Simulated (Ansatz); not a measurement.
# SnMo, from a guessed structure to a relaxed one

This structure for SnMo is made up. Its elements were placed in a known structure type with a cell scaled to their sizes. What cell does the guess relax to, and how far off was it?

Calculated with Ansatz 0.2.0; DFT, PBEsol, plane-wave PAW, files of the set soft_1, scalar-relativistic, no spin, cell and ions relaxed at zero pressure; PAW set soft_1.

## Step 1: Starting point

Symmetry: Pmma, No. 51, orthorhombic system. Conventional cell: a = 4.964 Å, b = 3.045 Å, c = 5.563 Å, α = 90.00°, β = 90.00°, γ = 90.00°. Nearest to Sn lie 4 Sn at 3.04 to 3.09 Å and 8 Mo at 3.06 to 3.18 Å. Nearest to Mo lie 4 Mo at 3.04 to 3.08 Å and 8 Sn at 3.06 to 3.18 Å. Farther neighbours are not listed.

## Step 2: Relaxation of the guess

The guessed cell has no reason to be at equilibrium. It is relaxed with the atoms, within the space group of the guess.

Contents of input.yaml:

```yaml
crystal:
  lattice:
    - [4.964, 0.0, 0.0]
    - [0.0, 3.045, 0.0]
    - [0.0, 0.0, 5.563]
  atoms:
    - { symbol: Sn, position: [0.75, 0.5, 0.3347] }
    - { symbol: Sn, position: [0.25, 0.5, 0.6653] }
    - { symbol: Mo, position: [0.75, 0.0, 0.8361] }
    - { symbol: Mo, position: [0.25, 0.0, 0.1639] }
kpoints:
  mp_grid: { grid: [6, 9, 5] }
scf:
  occupations: { method: fermi_dirac, width: 0.05 }
hamiltonian:
  xc: pbesol
  pseudopotentials: { kind: paw, azcp: { folder: soft_1 }, xc_functional: pbe }
relax:
  f_tol: 0.015
  max_steps: 70
  cell: {}
output:
  forces: true
  stress: true
```

On the command line:

```console
ansatz run input.yaml --threads 4 --pin off --max-ram 8192MiB --backend cpu --events-out ev --progress --plain --runs-dir out
```

Numbers of over 12 decimals in the logs are rounded to 6 here.

Output:

```text
Engine: ansatz 0.2.0, aarch64-unknown-linux-gnu
Pseudopotentials: kind: paw
Pseudopotential: Sn, paw, valence charge 14, recommended cutoff 420 eV (normal), soft_1/Sn.paw.azcp
Pseudopotential: Mo, paw, valence charge 14, recommended cutoff 420 eV (normal), soft_1/Mo.paw.azcp
Functional definition: PBEsol
  exchange = pbesol_x
  correlation = pbesol_c
Crystal: 4 atoms, lattice volume = 84.087 Å³
Basis set: ecut = 420 eV, 1653 PW (Γ), exchange–correlation on 72×48×80 points (8 copies of the dense FFT grid, shifted against one another)
Bands: 34, of which v1, the nominal top of the filled ones, is band 28 counted from 1 (27 counted from 0)
Symmetry: 8 space group operations
Space group: Pmma (ITA 51), of the structure as read, at distance tolerance 4.4e-5 Å
k-points: 60 of 270
Non-local potential: Sn, projectors of the file, l = 0: 2, l = 1: 2, l = 2: 2, l = 3: 1
Non-local potential: Mo, projectors of the file, l = 0: 3, l = 1: 2, l = 2: 2, l = 3: 1
PAW form: soft (Blöchl's): semilocal exchange-correlation on the pseudo side does not see the compensation charge
PAW frozen core: Sn, regenerated for the run's functional, and the local potential with it (the file was generated under x = pbe(κ = 0.804, μ = 0.219515), c = pbe(β = 0.066725))
PAW frozen core: Mo, regenerated for the run's functional, and the local potential with it (the file was generated under x = pbe(κ = 0.804, μ = 0.219515), c = pbe(β = 0.066725))
PAW one-centre angular grid: Sn, 590 points (default); XC on 64 Gauss nodes
PAW one-centre angular grid: Mo, 590 points (default); XC on 64 Gauss nodes
Initial density: superposition of atomic densities (chi_scale 0.1, normalization cell, long waves kept (reshape's long-wave potential 0.01 eV rms))
Initial wavefunctions: pseudopotential atomic-orbital guess
Functional: x = pbesol(κ = 0.804, μ = 0.123457), c = pbesol(β = 0.046)
SCF iter   1: F=—  HF=-21694.346043 eV  |F-HF|=—  |Δ(HF+E_count)|=         —  Δρ=8.62e-2  dr2=1.08e1  ethr=3.10e-3  ⟨swp⟩=6.0  Hψ=8169  notcnv=0
preconditioner: auto → Kerker (q_TF=auto, 2.550 Å⁻¹)  [metal: Δε(μ)=0.018 eV  Ē_g=14.461 eV  σ=0.050 eV  W_gap=0.09  n_scr=22 (ndim 8)  ℏωp=25.6 eV  f_vac=0.000  D(μ)=3.94/eV (n_scr^D=38)]
SCF iter   2: F=—  HF=-21692.437798 eV  |F-HF|=—  |Δ(HF+E_count)|=    1.91e0  Δρ=4.07e-2  dr2=2.26e0  ethr=3.10e-3  ⟨swp⟩=2.4  Hψ=4403  notcnv=0  defer=1
SCF iter   3: F=—  HF=-21691.976661 eV  |F-HF|=—  |Δ(HF+E_count)|=   4.61e-1  Δρ=7.20e-3  dr2=3.59e-2  ethr=3.10e-3  ⟨swp⟩=2.2  Hψ=2902  notcnv=0  defer=1
SCF iter   4: F=—  HF=-21691.974795 eV  |F-HF|=—  |Δ(HF+E_count)|=   1.87e-3  Δρ=2.49e-3  dr2=6.79e-3  ethr=6.41e-5  ⟨swp⟩=2.0  Hψ=4431  notcnv=0  defer=1
SCF iter   5: F=—  HF=-21691.973053 eV  |F-HF|=—  |Δ(HF+E_count)|=   1.74e-3  Δρ=4.99e-4  dr2=3.84e-4  ethr=1.21e-5  ⟨swp⟩=2.2  Hψ=3623  notcnv=0  defer=1
SCF iter   6: F=—  HF=-21691.972974 eV  |F-HF|=—  |Δ(HF+E_count)|=   7.94e-5  Δρ=2.20e-4  dr2=8.96e-5  ethr=6.86e-7  ⟨swp⟩=2.2  Hψ=3218  notcnv=0  defer=1
SCF iter   7: F=—  HF=-21691.972958 eV  |F-HF|=—  |Δ(HF+E_count)|=   1.55e-5  Δρ=2.13e-5  dr2=5.92e-7  ethr=1.60e-7  ⟨swp⟩=2.0  Hψ=2443  notcnv=0  defer=1
SCF iter   8: F=-21691.972958 eV  HF=-21691.972958 eV  |F-HF|=2.70e-8  |Δ(HF+E_count)|=   6.78e-8  Δρ=6.66e-6  dr2=5.09e-8  ethr=1.79e-10  ⟨swp⟩=5.3  Hψ=7394  notcnv=0
SCF 1 converged in 8 iterations: F = -21691.972958 eV  dr2 = 5.09e-8
  greatest PAW one-centre occupation: 0.998 electrons in one spin orbital (limit 2), on the Mo atom at site 3 (counted from 0), in its partial waves of l = 0
relax step   1: F+E_penalty+E_count = -21691.97295834 eV  Δ(F+E_penalty+E_count) = +0.000e0 eV  max|allowed force component| = 9.407e-1 eV/Å  Δτ_max = 0.0000 Å  P = -17.075 GPa  Ω = 84.087 Å³  (8 SCF iters, dr2 threshold 1.00e-7 eV, accepted)
Crystal: 4 atoms, lattice volume = 73.991 Å³
Basis set: ecut = 420 eV, 1421 PW (Γ), exchange–correlation on 72×48×80 points (8 copies of the dense FFT grid, shifted against one another)
Initial density: handed on by an earlier stage of this run
Initial wavefunctions: those handed on with the density
iter 1 solved again at ethr=1.56e-4 eV; its pass at ethr=3.10e-3 eV (dr2=8.76e-2 eV) is discarded
SCF iter   1: F=—  HF=-21692.833909 eV  |F-HF|=—  |Δ(HF+E_count)|=         —  Δρ=7.63e-3  dr2=9.13e-2  ethr=1.56e-4  ⟨swp⟩=1.2  Hψ=10453  notcnv=0
preconditioner: auto → Kerker (q_TF=auto, 2.605 Å⁻¹)  [metal: Δε(μ)=0.040 eV  Ē_g=14.239 eV  σ=0.050 eV  W_gap=0.19  n_scr=20 (ndim 8)  ℏωp=27.3 eV  f_vac=0.000  D(μ)=4.87/eV (n_scr^D=46)]
SCF iter   2: F=—  HF=-21692.823515 eV  |F-HF|=—  |Δ(HF+E_count)|=   1.04e-2  Δρ=4.60e-3  dr2=3.89e-2  ethr=1.56e-4  ⟨swp⟩=1.6  Hψ=2083  notcnv=0
SCF iter   3: F=—  HF=-21692.815829 eV  |F-HF|=—  |Δ(HF+E_count)|=   7.69e-3  Δρ=8.57e-4  dr2=6.70e-4  ethr=6.94e-5  ⟨swp⟩=2.0  Hψ=2934  notcnv=0
SCF iter   4: F=—  HF=-21692.815753 eV  |F-HF|=—  |Δ(HF+E_count)|=   7.62e-5  Δρ=2.25e-4  dr2=3.07e-5  ethr=1.20e-6  ⟨swp⟩=2.4  Hψ=3195  notcnv=0
SCF iter   5: F=—  HF=-21692.815744 eV  |F-HF|=—  |Δ(HF+E_count)|=   9.24e-6  Δρ=7.43e-5  dr2=5.77e-6  ethr=5.48e-8  ⟨swp⟩=2.3  Hψ=3143  notcnv=0
SCF iter   6: F=—  HF=-21692.815744 eV  |F-HF|=—  |Δ(HF+E_count)|=   1.59e-7  Δρ=2.63e-5  dr2=4.30e-7  ethr=1.03e-8  ⟨swp⟩=2.5  Hψ=3167  notcnv=0
SCF iter   7: F=-21692.815744 eV  HF=-21692.815744 eV  |F-HF|=1.19e-8  |Δ(HF+E_count)|=   9.94e-8  Δρ=9.96e-6  dr2=4.61e-8  ethr=7.14e-10  ⟨swp⟩=4.4  Hψ=6400  notcnv=0
SCF 2 converged in 7 iterations: F = -21692.815744 eV  dr2 = 4.61e-8
relax step   2: F+E_penalty+E_count = -21692.81574360 eV  Δ(F+E_penalty+E_count) = -8.428e-1 eV  max|allowed force component| = 2.424e-1 eV/Å  Δτ_max = 0.0824 Å  P = -3.377 GPa  Ω = 73.991 Å³  energy of the carried Pulay correction = +7.317e-4 eV  (7 SCF iters, dr2 threshold 4.00e-7 eV, accepted)
Crystal: 4 atoms, lattice volume = 70.790 Å³
Basis set: ecut = 420 eV, 1385 PW (Γ), exchange–correlation on 72×48×80 points (8 copies of the dense FFT grid, shifted against one another)
iter 1 solved again at ethr=9.15e-5 eV; its pass at ethr=3.10e-3 eV (dr2=5.12e-2 eV) is discarded
SCF iter   1: F=—  HF=-21692.989915 eV  |F-HF|=—  |Δ(HF+E_count)|=         —  Δρ=9.07e-3  dr2=5.13e-2  ethr=9.15e-5  ⟨swp⟩=1.6  Hψ=10971  notcnv=0
preconditioner: auto → Kerker (q_TF=auto, 2.624 Å⁻¹)  [metal: Δε(μ)=0.009 eV  Ē_g=14.509 eV  σ=0.050 eV  W_gap=0.04  n_scr=22 (ndim 8)  ℏωp=27.9 eV  f_vac=0.000  D(μ)=4.80/eV (n_scr^D=46)]
SCF iter   2: F=—  HF=-21692.980557 eV  |F-HF|=—  |Δ(HF+E_count)|=   9.36e-3  Δρ=5.30e-3  dr2=1.78e-2  ethr=9.15e-5  ⟨swp⟩=1.5  Hψ=2084  notcnv=0
SCF iter   3: F=—  HF=-21692.976184 eV  |F-HF|=—  |Δ(HF+E_count)|=   4.37e-3  Δρ=5.47e-4  dr2=1.48e-4  ethr=3.17e-5  ⟨swp⟩=2.0  Hψ=3195  notcnv=0
SCF iter   4: F=—  HF=-21692.976175 eV  |F-HF|=—  |Δ(HF+E_count)|=   9.68e-6  Δρ=1.30e-4  dr2=9.34e-6  ethr=2.64e-7  ⟨swp⟩=2.2  Hψ=3416  notcnv=0
SCF iter   5: F=—  HF=-21692.976174 eV  |F-HF|=—  |Δ(HF+E_count)|=   7.91e-7  Δρ=3.72e-5  dr2=9.81e-7  ethr=1.67e-8  ⟨swp⟩=2.0  Hψ=3158  notcnv=0
SCF iter   6: F=-21692.976174 eV  HF=-21692.976174 eV  |F-HF|=4.62e-8  |Δ(HF+E_count)|=   3.24e-7  Δρ=8.17e-6  dr2=7.77e-8  ethr=7.14e-10  ⟨swp⟩=4.8  Hψ=6607  notcnv=0
SCF 3 converged in 6 iterations: F = -21692.976174 eV  dr2 = 7.77e-8
relax step   3: F+E_penalty+E_count = -21692.97617359 eV  Δ(F+E_penalty+E_count) = -1.604e-1 eV  max|allowed force component| = 1.958e-1 eV/Å  Δτ_max = 0.0884 Å  P = +2.375 GPa  Ω = 70.790 Å³  energy of the carried Pulay correction = +9.837e-4 eV  (6 SCF iters, dr2 threshold 4.00e-7 eV, accepted)
[... from here on, the SCF cycles and remarks between the steps are left out ...]
relax step   4: F+E_penalty+E_count = -21693.14621875 eV  Δ(F+E_penalty+E_count) = -1.700e-1 eV  max|allowed force component| = 1.672e-1 eV/Å  Δτ_max = 0.1135 Å  P = +3.033 GPa  Ω = 70.097 Å³  energy of the carried Pulay correction = +1.040e-3 eV  (6 SCF iters, dr2 threshold 4.00e-7 eV, accepted)
relax step   5: F+E_penalty+E_count = -21693.29548721 eV  Δ(F+E_penalty+E_count) = -1.493e-1 eV  max|allowed force component| = 1.167e-1 eV/Å  Δτ_max = 0.0896 Å  P = +0.706 GPa  Ω = 70.777 Å³  energy of the carried Pulay correction = +9.848e-4 eV  (6 SCF iters, dr2 threshold 4.00e-7 eV, accepted)
relax step   6: F+E_penalty+E_count = -21693.31963596 eV  Δ(F+E_penalty+E_count) = -2.415e-2 eV  max|allowed force component| = 6.447e-2 eV/Å  Δτ_max = 0.0631 Å  P = -1.593 GPa  Ω = 71.623 Å³  energy of the carried Pulay correction = +9.172e-4 eV  (6 SCF iters, dr2 threshold 4.00e-7 eV, accepted)
relax step   7: F+E_penalty+E_count = -21693.32523856 eV  Δ(F+E_penalty+E_count) = -5.603e-3 eV  max|allowed force component| = 2.148e-2 eV/Å  Δτ_max = 0.0212 Å  P = +0.118 GPa  Ω = 70.914 Å³  energy of the carried Pulay correction = +9.738e-4 eV  (6 SCF iters, dr2 threshold 4.00e-7 eV, accepted)
relax step   8: F+E_penalty+E_count = -21693.32542965 eV  Δ(F+E_penalty+E_count) = -1.911e-4 eV  max|allowed force component| = 9.862e-3 eV/Å  Δτ_max = 0.0057 Å  P = +0.018 GPa  Ω = 70.942 Å³  energy of the carried Pulay correction = +9.715e-4 eV  (6 SCF iters, dr2 threshold 2.47e-7 eV, accepted)
relax step   9: F+E_penalty+E_count = -21693.32494985 eV  Δ(F+E_penalty+E_count) = +4.798e-4 eV  max|allowed force component| = 2.874e-2 eV/Å  Δτ_max = 0.0056 Å  P = -0.321 GPa  Ω = 71.081 Å³  energy of the carried Pulay correction = +9.604e-4 eV  (6 SCF iters, dr2 threshold 1.27e-8 eV, rejected (line search))
relax step  10: F+E_penalty+E_count = -21693.32546473 eV  Δ(F+E_penalty+E_count) = -3.509e-5 eV  max|allowed force component| = 1.719e-3 eV/Å  Δτ_max = 0.0018 Å  P = -0.014 GPa  Ω = 70.953 Å³  energy of the carried Pulay correction = +9.707e-4 eV  (7 SCF iters, accepted)
Basis set: ecut = 420 eV, 1411 PW (Γ), exchange–correlation on 64×48×64 points (8 copies of the dense FFT grid, shifted against one another)
Initial wavefunctions: pseudopotential atomic-orbital guess (no wavefunctions were taken with the density)
iter 1 solved again at ethr=1.88e-8 eV; its pass at ethr=3.10e-3 eV (dr2=1.06e-5 eV) is discarded
SCF iter   1: F=—  HF=-21693.324867 eV  |F-HF|=—  |Δ(HF+E_count)|=         —  Δρ=1.55e-4  dr2=1.24e-6  ethr=1.88e-8  ⟨swp⟩=4.0  Hψ=14525  notcnv=0
preconditioner: auto → Kerker (q_TF=auto, 2.623 Å⁻¹)  [metal: Δε(μ)=0.032 eV  Ē_g=14.511 eV  σ=0.050 eV  W_gap=0.16  n_scr=18 (ndim 8)  ℏωp=27.9 eV  f_vac=0.000  D(μ)=5.18/eV (n_scr^D=62)]
SCF iter   2: F=—  HF=-21693.324906 eV  |F-HF|=—  |Δ(HF+E_count)|=   3.90e-5  Δρ=8.03e-5  dr2=3.31e-7  ethr=2.21e-9  ⟨swp⟩=1.0  Hψ=2060  notcnv=0
SCF iter   3: F=—  HF=-21693.324908 eV  |F-HF|=—  |Δ(HF+E_count)|=   1.38e-6  Δρ=4.48e-6  dr2=2.66e-9  ethr=5.91e-10  ⟨swp⟩=2.7  Hψ=3824  notcnv=0
SCF iter   4: F=—  HF=-21693.324908 eV  |F-HF|=—  |Δ(HF+E_count)|=   3.34e-9  Δρ=7.84e-7  dr2=2.63e-10  ethr=4.74e-12  ⟨swp⟩=2.6  Hψ=3621  notcnv=0
iter 5 did not close the SCF: its close was put off for the readings that it lacked (scf_convergence_deferred on its scf_iter line)
SCF iter   5: F=-21693.324908 eV  HF=-21693.324908 eV  |F-HF|=0.00e0  |Δ(HF+E_count)|=  3.27e-11  Δρ=1.60e-7  dr2=1.51e-11  ethr=1.00e-12  ⟨swp⟩=1.8  Hψ=2953  notcnv=0
SCF iter   6: F=-21693.324908 eV  HF=-21693.324908 eV  |F-HF|=3.64e-12  |Δ(HF+E_count)|=  7.28e-12  Δρ=3.88e-8  dr2=9.36e-13  ethr=1.00e-12  ⟨swp⟩=3.1  Hψ=6905  notcnv=0
SCF 11 converged in 6 iterations: F = -21693.324908 eV  dr2 = 9.36e-13
relax step  11: F+E_penalty+E_count = -21693.32490766 eV  Δ(F+E_penalty+E_count) = +5.571e-4 eV  max|allowed force component| = 1.916e-3 eV/Å  Δτ_max = 0.0000 Å  P = -0.014 GPa  Ω = 70.953 Å³  stress off target by 2.51e-2 GPa  SCF on the basis re-selected at this cell (its energy is not comparable with the rows above)  (6 SCF iters)
basis re-selected at this cell: Δ(F+E_penalty+E_count) = +5.571e-4 eV, ΔP = +0.001 GPa vs the last step (what re-selecting the basis moved, of the pressure what is left beyond the Pulay correction that the steps carried, after the strain that the cell walked since its last selection, with what the two solves' SCF thresholds leave and, on support functions, any second-order correction that the steps lacked; it is no measure of the basis error at this ecutwfc). The dense FFT grid was sized anew with the basis: this SCF ran on 32×24×32 points, the steps before it on 36×24×40, so part of this shift can come from that change (see relax.cell in the input reference). [rest of the remark cut]
SCF converged after 6 iterations
Free energy (F): -21693.324908 eV
Harris-Foulkes:  -21693.324908 eV  (|F-HF|=3.64e-12)
Internal energy: -21693.282626 eV  (E = F + TS)
E sigma→0 (E₀):  -21693.303767 eV
Entropy (-TS):   -0.042281 eV (-10.570 meV/atom)
Fermi energy:    17.914554 eV
--- Per-component energies (eV) ---
  E_band       = -149.571370
  E_kinetic    = 1188.206951
  E_local      = -3093.162342  (includes V_loc(G=0)·N_el)
  E_nonlocal   = 600.023440
  E_hartree    = 1365.713851
  E_xc         = -601.547408
  E_vxc        = -601.811095  (∫ρ·V_xc dr)
  E_paw        = -14904.524441  (= ΣΔE_a)
  E_vpaw       = -974.256717  (= ΣTr[D̂ρ^β])
  E_aug_tail   = 0.000672  (compensation charges beyond the density's cutoff)
  E_ewald      = -6248.981628
  E_core_change = 0.988279  (= ΣΔE_core)
  E_smearing   = -0.042281  (= −TS)
  E_closure    = 0.000000  (closes the sum)
  Σ components = -21693.324908   (vs F -21693.324908, Δ=0.00e0)
--- Forces (eV/Å), atoms counted from 1 ---
  atom   1  Sn    -0.00000000     0.00000000     0.00073898
  atom   2  Sn     0.00000000    -0.00000000    -0.00073898
  atom   3  Mo     0.00000000    -0.00000000    -0.00191627
  atom   4  Mo    -0.00000000     0.00000000     0.00191627
  max |Σ_I F_I| component: 0.00e0 eV/Å
--- Stress (GPa, compression-positive) ---
       -0.025125       0.000000      -0.000000
        0.000000      -0.015066      -0.000000
       -0.000000      -0.000000      -0.001311
  P = ⅓ Tr σ = -0.0138 GPa (-0.138 kbar)
--- Relaxed structure (10 steps of the walk, 9 accepted, 1 SCFs on fresh bases) ---
  F+E_penalty+E_count = -21693.32490766 eV   max|allowed force component| = 1.916e-3 eV/Å   (the final SCF, on the basis selected at the relaxed cell)
  cell:  # Å, volume = 70.9525 Å³
    - [4.651370, 0, 0]
    - [0, 3.297430, -1.4456110342704463e-17]
    - [0, -2.6410292885538567e-17, 4.626062]
  atoms:
    - { symbol: Sn, position: [0.750000, 0.5, 0.269669] }
    - { symbol: Sn, position: [0.25, 0.5, 0.730331] }
    - { symbol: Mo, position: [0.750000, -5.7503261076775835e-18, 0.779399] }
    - { symbol: Mo, position: [0.25, 5.750326107677582e-18, 0.220601] }
```

It took 21 s on 4 threads of Arm Neoverse V2, shared host; peak memory 0.49 GiB; 78 s of CPU time.

The steps of the relaxation:

```csv
step,energy less that of the first step (eV),largest force component (eV/Å),pressure (GPa),volume (Å³)
1,0.0000,0.9407,-17.07,84.09
2,-0.8428,0.2424,-3.38,73.99
3,-1.0032,0.1958,2.37,70.79
4,-1.1733,0.1672,3.03,70.10
5,-1.3225,0.1167,0.71,70.78
6,-1.3467,0.0645,-1.59,71.62
7,-1.3523,0.0215,0.12,70.91
8,-1.3525,0.0099,0.02,70.94
9,-1.3520,0.0287,-0.32,71.08
10,-1.3525,0.0017,-0.01,70.95
11*,-1.3520,0.0019,-0.01,70.95
```

Relaxation steps marked * repeat the geometry before them on a plane-wave basis chosen anew for their cell, so energy and pressure can jump there. Relaxation step 9 was tried and not accepted.

Forces are held to the 8 operations that the run works with; a distortion that breaks them can't arise in this run.

```csv
cell as run,before,after,change
a (Å),4.964,4.651,-6.3 %
b (Å),3.045,3.297,+8.3 %
c (Å),5.563,4.626,-16.8 %
volume (Å³/atom),21.02,17.74,-15.6 %
```

The atoms that moved most (Å, as changes of fractional coordinates times the final cell):

```csv
atom,dx,dy,dz,length
Sn2,0.000,0.000,0.301,0.301
Sn1,0.000,0.000,-0.301,0.301
Mo3,0.000,0.000,-0.262,0.262
Mo4,0.000,0.000,0.262,0.262
```

Final coordinates:

```xyz
4
Lattice="4.6514 0.0000 0.0000 0.0000 3.2974 0.0000 0.0000 0.0000 4.6261" Properties=species:S:1:pos:R:3 pbc="T T T"
Sn    3.4885    1.6487    1.2475
Sn    1.1628    1.6487    3.3786
Mo    3.4885    0.0000    3.6055
Mo    1.1628    0.0000    1.0205
```

This step gave:

```yaml
free_energy: -21693.3249 eV
energy_at_zero_smearing: -21693.3038 eV
smearing_term_ts: 0.04228 eV
fermi_energy: 17.91 eV
electrons: 56
symmetry_operations: 8
pressure: -0.01383 GPa
```

Shortest distances by pair of elements, guess and relaxed (not always the same contact):

```csv
pair,guess (Å),relaxed (Å)
Mo–Sn,3.063,2.804
Mo–Mo,3.045,3.094
Sn–Sn,3.045,3.154
```

The relaxation ends with a largest force component of 0.0019 eV/Å and a pressure of -0.01 GPa.

## Step 3: Summary of results

| Quantity | Value |
| --- | --- |
| space group, relaxed | Pmma |
| conventional cell | a = 4.651, b = 3.297, c = 4.626 Å; α = 90.0°, β = 90.0°, γ = 90.0° |
| volume per atom | 17.74 Å³ (guess 21.02) |

In words: SnMo relaxes to Pmma with a = 4.651, b = 3.297 and c = 4.626 Å. The guessed volume was 19 % too large. The space group Pmma was held in the relaxation, so the end point is a stationary structure within it and may be a saddle against distortions or other arrangements. Mesh and cutoff weren't tested. A vector of the cell changed its length by 17 %, more than the volume shows. No dispersion term is used, so weakly bound directions may come out too long. The runs have no spin, and magnetism wasn't tested. Nothing here tests whether the compound is stable against decomposition.

[Logs are printed without paths, hosts, clocks, repeated set-up lines and the standing remarks that a program may print on its own settings, such as how far it seeks lower states.]

[Hosts, paths, dates, database ids (printed as entryN), source tags and the programs' standing remarks are cut or masked in the printed files.]
